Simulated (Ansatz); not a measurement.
# InGe2 (built on the sites of a database entry of ScSi2): a soft mode frozen in

Wanted: the energy along a soft mode of InGe2 (built on the sites of a database entry of ScSi2) and the structure at the end.

Program: Ansatz 0.2.0. Level of theory: DFT PBE, scalar-relativistic, plane waves, norm-conserving pseudopotentials. Results are calculated unless marked as measured.

The structure was built from a prototype and need not be the compound's stable phase.

## Step 1: Set-up

The structure is hexagonal, space group P6/mmm (No. 191). The conventional cell has a = 4.481 Å, b = 4.481 Å, c = 4.179 Å, α = 90.00°, β = 90.00°, γ = 120.00°. Nearest to In lie 12 Ge at 3.33 Å. Ge has 3 Ge at 2.59 Å and 6 In at 3.33 Å nearest. Farther neighbours are not listed.

## Step 2: Phonons on a q mesh

The cell comes from relaxations at this level that are not shown. The mesh has a single point along some directions, so zone-edge points there are not solved. Linear response on a 1×1×2 q mesh gives force constants as far as a supercell of that size would.

File input.yaml:

```yaml
crystal:
  lattice:
    - [4.4813099044, 3.7191e-06, 0.0]
    - [-2.240658173, 3.8809263599, 0.0]
    - [0.0, 0.0, 4.1789659809]
  atoms:
    - { symbol: In, position: [0.0, 0.0, 0.0] }
    - { symbol: Ge, position: [0.3333333333, 0.6666666667, 0.5] }
    - { symbol: Ge, position: [0.6666666667, 0.3333333333, 0.5] }
kpoints:
  mp_grid: { grid: [12, 12, 12] }
hamiltonian:
  xc: pbe
  pseudopotentials: { kind: nc }
scf:
  occupations: { method: methfessel_paxton, width: 0.2 }
output:
  eigenvalues: true
phonons:
  method: dfpt
  qmesh: [1, 1, 2]
  temperatures: { t_max: 1000, t_step: 50 }
  qpath:
    path:
      - [[0.0, 0.0, 0.0], [0.5, 0.0, 0.0], [0.33333333, 0.33333333, 0.0], [0.0, 0.0, 0.0], [0.0, 0.0, 0.5], [0.5, 0.0, 0.5], [0.33333333, 0.33333333, 0.5], [0.0, 0.0, 0.5]]
      - [[0.5, 0.0, 0.5], [0.5, 0.0, 0.0]]
      - [[0.33333333, 0.33333333, 0.5], [0.33333333, 0.33333333, 0.0]]
    npoints: 10
```

Launch:

```bash
$ ansatz run input.yaml --threads 8 --pin off --max-ram 14336MiB --backend cpu --events-out ev --progress --plain --runs-dir out
```

Numbers of over 12 decimals in the logs are rounded to 6 here.

The program printed:

```text
Engine: ansatz 0.2.0, aarch64-unknown-linux-gnu
Pseudopotentials: kind: nc
Pseudopotential: In, nc, valence charge 13, recommended cutoff 952.398519 eV (normal), In.nc.azcp
Pseudopotential: Ge, nc, valence charge 14, recommended cutoff 1061.244064 eV (normal), Ge.nc.azcp
Functional definition: PBE
  parameter kappa = 0.804
  parameter beta = 0.066725
  exchange = pbe_x(kappa = kappa, mu = beta*pi^2/3)
  correlation = pbe_c(beta = beta)
Crystal: 3 atoms, lattice volume = 72.679 Å³
Basis set: ecut = 1061.244064 eV, 5705 PW (Γ), exchange–correlation on 96×96×90 points (8 copies of the dense FFT grid, shifted against one another)
Bands: 25, of which v1, the nominal top of the filled ones, is band 21 counted from 1 (20 counted from 0)
Symmetry: 24 space group operations
k-points: 133 of 1728
Non-local potential: In, projectors of the file, l = 0: 2, l = 1: 2, l = 2: 2, l = 3: 1
Non-local potential: Ge, projectors of the file, l = 0: 2, l = 1: 2, l = 2: 2
Initial density: superposition of atomic densities (chi_scale 0.1, normalization cell, long waves kept (reshape's long-wave potential 0.00 eV rms))
Initial wavefunctions: pseudopotential atomic-orbital guess
Functional: x = pbe(κ = 0.804, μ = 0.219515), c = pbe(β = 0.066725)
SCF iter   1: F=—  HF=-6668.067541 eV  |F-HF|=—  |Δ(HF+E_count)|=         —  Δρ=1.90e-2  dr2=2.16e-1  ethr=3.10e-3  ⟨swp⟩=5.7  Hψ=13586  notcnv=0
preconditioner: auto → Kerker (q_TF=auto, 2.480 Å⁻¹)  [metal: Δε(μ)=0.018 eV  Ē_g=19.428 eV  σ=0.200 eV  W_gap=0.08  n_scr=20 (ndim 8)  ℏωp=27.9 eV  f_vac=0.000  D(μ)=1.29/eV (n_scr^D=8)]
SCF iter   2: F=—  HF=-6668.016706 eV  |F-HF|=—  |Δ(HF+E_count)|=   5.08e-2  S|Δr|=    0.00e0  Δρ=1.12e-2  dr2=8.25e-2  ethr=5.27e-4  ⟨swp⟩=1.0  Hψ=4389  notcnv=0
SCF iter   3: F=—  HF=-6667.993963 eV  |F-HF|=—  |Δ(HF+E_count)|=   2.27e-2  S|Δr|=    0.00e0  Δρ=2.66e-3  dr2=3.14e-3  ethr=2.01e-4  ⟨swp⟩=2.6  Hψ=5737  notcnv=0
SCF iter   4: F=—  HF=-6667.993508 eV  |F-HF|=—  |Δ(HF+E_count)|=   4.55e-4  S|Δr|=    0.00e0  Δρ=1.17e-3  dr2=4.43e-4  ethr=7.66e-6  ⟨swp⟩=2.0  Hψ=6056  notcnv=0
SCF iter   5: F=—  HF=-6667.993360 eV  |F-HF|=—  |Δ(HF+E_count)|=   1.48e-4  S|Δr|=    0.00e0  Δρ=2.17e-4  dr2=2.78e-5  ethr=1.08e-6  ⟨swp⟩=2.1  Hψ=6042  notcnv=0
SCF iter   6: F=—  HF=-6667.993358 eV  |F-HF|=—  |Δ(HF+E_count)|=   2.36e-6  S|Δr|=    0.00e0  Δρ=3.98e-5  dr2=2.00e-6  ethr=6.77e-8  ⟨swp⟩=3.3  Hψ=6682  notcnv=0
SCF iter   7: F=—  HF=-6667.993522 eV  |F-HF|=—  |Δ(HF+E_count)|=   1.64e-4  S|Δr|=    0.00e0  Δρ=1.47e-5  dr2=1.98e-7  ethr=4.88e-9  ⟨swp⟩=3.4  Hψ=6955  notcnv=0
SCF iter   8: F=—  HF=-6667.993522 eV  |F-HF|=—  |Δ(HF+E_count)|=   1.82e-8  S|Δr|=    0.00e0  Δρ=4.17e-6  dr2=1.95e-8  ethr=4.82e-10  ⟨swp⟩=2.2  Hψ=5452  notcnv=0
SCF iter   9: F=—  HF=-6667.993522 eV  |F-HF|=—  |Δ(HF+E_count)|=  4.98e-10  S|Δr|=    0.00e0  Δρ=1.18e-6  dr2=9.06e-10  ethr=4.76e-11  ⟨swp⟩=2.6  Hψ=5460  notcnv=0
SCF iter  10: F=—  HF=-6667.993522 eV  |F-HF|=—  |Δ(HF+E_count)|=  1.45e-10  S|Δr|=    0.00e0  Δρ=2.25e-7  dr2=4.32e-11  ethr=2.21e-12  ⟨swp⟩=3.0  Hψ=7299  notcnv=0
SCF iter  11: F=-6667.993522 eV  HF=-6667.993522 eV  |F-HF|=5.46e-12  |Δ(HF+E_count)|=  2.73e-11  S|Δr|=    0.00e0  Δρ=8.50e-8  dr2=3.80e-12  ethr=1.00e-12  ⟨swp⟩=11.6  Hψ=23009  notcnv=0
SCF 1 converged in 11 iterations: F = -6667.993522 eV  dr2 = 3.80e-12
phonons: the bands overlap, so this run is a metal and interpolates without the dipole-dipole term. If the crystal is really an insulator or semiconductor, its LO-TO splitting is missing
NSCF: frozen V_eff on 133 k-points
WARN: eigensolver did not converge in 24 slots of this pass, the one above among them; of largest residual over every band (k=21): 1 band(s) unlocked (lowest unlocked band 24, counted from 0; max residual 1.03e-3 eV among the unlocked bands, 1.03e-3 eV over every band); of lowest unlocked band (k=15): band 24
NSCF: frozen V_eff on 518 k-points
DFPT response loops at q = (0, 0, 0) (fractional): preconditioner auto → Kerker (q_TF=auto, 2.480 Å⁻¹) (partly filled bands, converged f_vac=0.000); β = 1.00, the filter's whole step (`scf.mixing.beta` (0.50) is not read by the response loops under this deck's `scf.mixing.preconditioner`; to damp them name `kerker` or `kerker_dos`, under which they read `scf.mixing.beta`, and type it under 1.00, their step now; both keys bind the ground state too); Broyden in place of MSR1
NSCF: frozen V_eff on 1036 k-points
DFPT response loops at q = (0, 0, -0.5) (fractional): mixed as the last ones told, above
SCF converged after 11 iterations
Stability not checked: this state was not tested for a lower state beside it, because cold or Methfessel-Paxton smearing, or corrected tetrahedra, fill the levels in a way that the test cannot read (fill_not_monotonic; see scf.lower_state_search)
Free energy (F): -6667.993522 eV
Harris-Foulkes:  -6667.993522 eV  (|F-HF|=5.46e-12)
Internal energy: -6667.993154 eV  (E = F + TS)
E sigma→0 (E₀):  -6667.993430 eV
Entropy (-TS):   -0.000368 eV (-0.123 meV/atom)
Fermi energy:    9.671791 eV
--- Per-component energies (eV) ---
  E_band       = -295.663782
  E_kinetic    = 4784.537454
  E_local      = -5354.302371  (includes V_loc(G=0)·N_el)
  E_nonlocal   = -2285.760246
  E_hartree    = 1832.236123
  E_xc         = -1731.101313
  E_vxc        = -1104.610860  (∫ρ·V_xc dr)
  E_ewald      = -3913.602801
  E_smearing   = -0.000368  (= −TS)
  E_closure    = 0.000000  (closes the sum)
  Σ components = -6667.993522   (vs F -6667.993522, Δ=0.00e0)
--- Band table (eV; the first three rows and the last of 133) ---
  k-point 0: bands = [... 17 lower, 6.8160, 7.6038, 7.7911, 7.7911, 9.9846, 9.9846, 13.5931, 14.4166]
  k-point 1: bands = [... 17 lower, 6.1673, 7.8068, 7.8068, 8.2798, 10.0518, 10.0518, 13.7801, 14.2142]
  k-point 2: bands = [... 17 lower, 6.2378, 7.8508, 7.8508, 9.1610, 10.2519, 10.2519, 13.7261, 14.2970]
  k-point 132: bands = [... 17 lower, 4.9284, 5.6828, 7.0028, 7.0028, 12.8486, 12.8486, 13.1185, 15.8740]
--- Phonons (Γ-DFPT): 4 representative perturbations + reference (Σ response iterations 12) ---
  ASR residual: 4.154e-4 → 0.000e0 eV/Å²; symmetrization residual: 2.833e-5 eV/Å²
  ASR residual per site (eV/Å²): 4.15e-4 3.50e-5 3.50e-5
  Γ frequencies (cm⁻¹): -49.65 0.00 0.00 0.00 50.16 50.16 93.97 204.36 204.36
--- Phonons (arbitrary-q DFPT): 2 irreducible q on the 1×1×2 mesh ---
  q = [0.0000, 0.0000, 0.0000] (star 1, of the zone-centre solve; hermiticity 9.90e-6, symmetrization 3.84e-7): -49.65 -0.00 0.00 0.00 50.16 50.16 93.97 204.36 204.36
  q = [0.0000, 0.0000, -0.5000] (star 1, 4 solved perturbations in 1302 linear systems a pass and spin channel, the states on 518 of 1728 k-point pairs; hermiticity 3.44e-7, symmetrization 1.72e-7, the responses' own estimated error 2.4e-4 eV/Å²): -62.12 44.76 44.76 46.66 46.66 67.62 77.67 196.03 196.03
  sum rule: each row above includes the acoustic sum rule's correction from the zone centre's row sums; it moved no ω² by more than (0.99 cm⁻¹)²
  mesh force constants: q→R imaginary residual 0.00e0; ASR residual 4.154e-4 → 0.000e0 eV/Å²; symmetrization residual 7.105e-15 eV/Å²
  interpolated dispersion: 93 rows × 9 modes
  density of states and harmonic sums: on the 16×16×16 q-mesh, interpolated from the force constants of a 1×1×2 supercell (no non-analytic term)
  largest difference from the sums on the solved wave vectors: F 3.24e-1 eV, S 4.57e-4 and C_V 1.33e-4 eV/K
  zero-point energy: 0.046819 eV/cell   skipped modes (ω ≤ 0): 258, of them read as no rigid motion or as one in doubt: 255 (9.575e-1 modes/cell left out, lowest -62.12 cm⁻¹)   left out of the sums: 1.06e-1 of the cell's modes: C_V's classical limit lies that fraction below 3 k_B per atom; for a crystal, a wire or a layer, F and S can be off by more, and a phonons.interpolated_qmesh denser along its periods is the remedy for the sampling
```

It took 3.4 min on 8 threads of Arm Neoverse V2, shared host; peak memory 6.5 GiB; 27 min of CPU time.

The column dr2 measures how far the density is from self-consistency, as an energy; F and HF (Harris–Foulkes) agree once it is small.

Numbers from this step:

```yaml
volume_per_atom: 24.23 Å³
gap_on_the_k_mesh: 0 eV
sum_rule_residual_before_enforcement: 4.15e-4 eV/Å²
point_group: 6/mmm
highest_optical_mode_at_the_zone_centre_no_lo_to_term: 204.4 cm⁻¹
lowest_optical_zone_centre_mode: -49.65 cm⁻¹
lowest_mode_on_the_q_mesh_acoustic_modes_at_gamma_apart: -62.12 cm⁻¹
highest_frequency_at_a_solved_wavevector_no_lo_to_term_at_gamma: 204.4 cm⁻¹
```

Frequencies (cm⁻¹) solved at each irreducible wavevector; negative means imaginary. Frequencies by wavevector, by row:

| q in reciprocal lattice units | star | mode 1 | mode 2 | mode 3 | mode 4 | mode 5 | mode 6 | mode 7 | mode 8 | mode 9 |
| --- | --- | --- | --- | --- | --- | --- | --- | --- | --- | --- |
| 0 0 0 | 1 | -49.6 | 0 | 0 | 0 | 50.2 | 50.2 | 94 | 204.4 | 204.4 |
| 0 0 -0.5 | 1 | -62.1 | 44.8 | 44.8 | 46.7 | 46.7 | 67.6 | 77.7 | 196 | 196 |

Symmetry leaves 2 wavevectors to solve. The lowest mode among them, the acoustic zeros apart, lies at q = (0, 0, -0.5) and is imaginary, 62.1i cm⁻¹, so the energy falls along it.

## Step 3: The mode frozen in, largest atomic shift 0 Å

The mode followed lies at q = (0, 0, -0.5) with frequency 62.1i cm⁻¹, the softest among the wavevectors solved. At small amplitude the distorted cell has space group no. 194 by a symmetry search on the positions. The undistorted cell that holds it gives the zero of energy on the same k mesh.

System of this step: InGe2 (built on the sites of a database entry of ScSi2). The structure is hexagonal, space group P6/mmm (No. 191). The conventional cell has a = 4.481 Å, b = 4.481 Å, c = 4.179 Å, α = 90.00°, β = 90.00°, γ = 120.00°. Nearest to In lie 12 Ge at 3.33 Å. Ge has 3 Ge at 2.59 Å and 6 In at 3.33 Å nearest. Farther neighbours are not listed.

File input.yaml:

```yaml
crystal:
  lattice:
    - [4.4813099044, 3.7191e-06, 0.0]
    - [2.2406517314, 3.880930079, 0.0]
    - [0.0, 0.0, 8.3579319619]
  atoms:
    - { symbol: In, position: [1.0, 0.0, 0.0] }
    - { symbol: In, position: [1.0, 0.0, 0.5] }
    - { symbol: Ge, position: [0.6666666667, 0.6666666667, 0.25] }
    - { symbol: Ge, position: [0.6666666667, 0.6666666667, 0.75] }
    - { symbol: Ge, position: [0.3333333333, 0.3333333333, 0.25] }
    - { symbol: Ge, position: [0.3333333333, 0.3333333333, 0.75] }
kpoints:
  mp_grid: { grid: [9, 9, 4] }
hamiltonian:
  xc: pbe
  pseudopotentials: { kind: nc }
scf:
  occupations: { method: methfessel_paxton, width: 0.2 }
output:
  forces: true
  stress: true
  eigenvalues: true
```

The program printed:

```text
[...]
Crystal: 6 atoms, lattice volume = 145.358 Å³
Basis set: ecut = 1061.244064 eV, 11415 PW (Γ), exchange–correlation on 96×96×180 points (8 copies of the dense FFT grid, shifted against one another)
Bands: 50, of which v1, the nominal top of the filled ones, is band 41 counted from 1 (40 counted from 0)
Symmetry: 48 space group operations
[...]
k-points: 36 of 324
[...]
k-point 0: bands = [... 37 lower, 7.8072, 7.8072, 8.0645, 8.0645, 9.9900, 9.9900, 11.8878, 11.8878, ... 5 higher]
  k-point 1: bands = [... 37 lower, 7.8422, 8.0238, 8.0238, 8.7282, 10.1410, 10.1410, 11.0507, 11.2836, ... 5 higher]
  k-point 2: bands = [... 37 lower, 7.9302, 7.9302, 7.9302, 9.9618, 9.9618, 10.5855, 10.5855, 10.5855, ... 5 higher]
  k-point 35: bands = [... 37 lower, 7.8229, 8.2417, 8.2417, 8.2417, 8.2417, 12.3751, 12.3751, 12.3751, ... 5 higher]
[key lines of the parts left out:]
SCF converged after 8 iterations
Free energy (F): -13335.953915 eV
Fermi energy:    9.628561 eV
P = ⅓ Tr σ = 0.1390 GPa (1.390 kbar)
```

The job ended after 5.3 s (8 threads; peak memory 1.6 GiB).

Numbers from this step:

```yaml
pressure: 0.1390 GPa
energy_from_the_undistorted_cell: 0 meV/atom
```

The run ends at a pressure of 0.14 GPa.

## Step 4: The mode frozen in, largest atomic shift 0.45 Å

The atoms are moved along the unstable eigenvector, the largest shift by 0.45 Å, with the cell fixed.

input.yaml, the sections that differ from step 3:

```yaml
crystal:
  lattice:
    - [4.4813099044, 3.7191e-06, 0.0]
    - [2.2406517314, 3.880930079, 0.0]
    - [0.0, 0.0, 8.3579319619]
  atoms:
    - { symbol: In, position: [1.0, 0.0, 0.0] }
    - { symbol: In, position: [1.0, 0.0, 0.5] }
    - { symbol: Ge, position: [0.6666666667, 0.6666666667, 0.30384107] }
    - { symbol: Ge, position: [0.6666666667, 0.6666666667, 0.69615893] }
    - { symbol: Ge, position: [0.3333333333, 0.3333333333, 0.19615893] }
    - { symbol: Ge, position: [0.3333333333, 0.3333333333, 0.80384107] }
# kpoints, hamiltonian, scf, output: as in step 3
```

The program printed:

```text
[...]
Crystal: 6 atoms, lattice volume = 145.358 Å³
Basis set: ecut = 1061.244064 eV, 11415 PW (Γ), exchange–correlation on 96×96×180 points (8 copies of the dense FFT grid, shifted against one another)
Bands: 50, of which v1, the nominal top of the filled ones, is band 41 counted from 1 (40 counted from 0)
Symmetry: 24 space group operations
[...]
k-points: 36 of 324
[...]
k-point 0: bands = [... 37 lower, 8.2459, 8.8094, 8.8094, 9.4404, 9.7428, 9.7428, 10.3107, 12.0277, ... 5 higher]
  k-point 1: bands = [... 37 lower, 8.3064, 8.6871, 8.6871, 9.7986, 9.9638, 9.9638, 10.6611, 11.2906, ... 5 higher]
  k-point 2: bands = [... 37 lower, 8.4721, 8.4721, 8.4721, 10.5092, 10.5092, 10.5092, 10.5092, 10.5276, ... 5 higher]
  k-point 35: bands = [... 37 lower, 7.3404, 7.9623, 7.9623, 7.9939, 7.9939, 12.6863, 12.6863, 12.9850, ... 5 higher]
[key lines of the parts left out:]
SCF converged after 9 iterations
Free energy (F): -13336.315681 eV
Fermi energy:    9.778745 eV
P = ⅓ Tr σ = -1.2740 GPa (-12.740 kbar)
```

The job ended after 5.8 s (8 threads; peak memory 1.6 GiB).

This step gave:

- pressure: -1.274 GPa
- energy from the undistorted cell: -60.04 meV/atom

The energy, extrapolated to zero smearing, is -60.04 meV/atom against the undistorted cell.

The run ends at a pressure of -1.27 GPa, with forces up to 0.17 eV/Å.

## Step 5: Energy along the mode, all amplitudes (two of the runs are shown above)

An imaginary frequency means negative curvature, so the energy should fall and then rise again as anharmonic terms take over.

This step gave:

```
depth at the lowest point sampled  : 60.04 meV/atom
largest atomic shift at that point : 0.45 Å
```

The energy from the parent by largest atomic shift:

```csv
largest atomic shift (Å),energy from the parent (meV/atom)
0.000,0
0.040,-0.327
0.080,-1.31
0.140,-4.43
0.220,-13.3
0.320,-33.5
0.450,-60.0
0.600,-56.2
```

Displacement at unit largest shift by atom:

```csv
atom,x (Å),y (Å),z (Å),size
In1,0.00,0.00,0.00,0.00
In2,0.00,0.00,0.00,0.00
Ge3,0.00,0.00,1.00,1.00
Ge4,0.00,0.00,-1.00,1.00
Ge5,0.00,0.00,-1.00,1.00
Ge6,0.00,0.00,1.00,1.00
```

The lowest of the steps tried is at 0.45 Å, 60.0 meV/atom below the parent; the bottom of the well need not coincide with a step.

(Part 1 of 3 ends here.)

[Logs are printed without paths, hosts, clocks, repeated set-up lines and the standing remarks that a program may print on its own settings, such as how far it seeks lower states.]

[Hosts, paths, dates, database ids (printed as entryN), source tags and the programs' standing remarks are cut or masked in the printed files.]
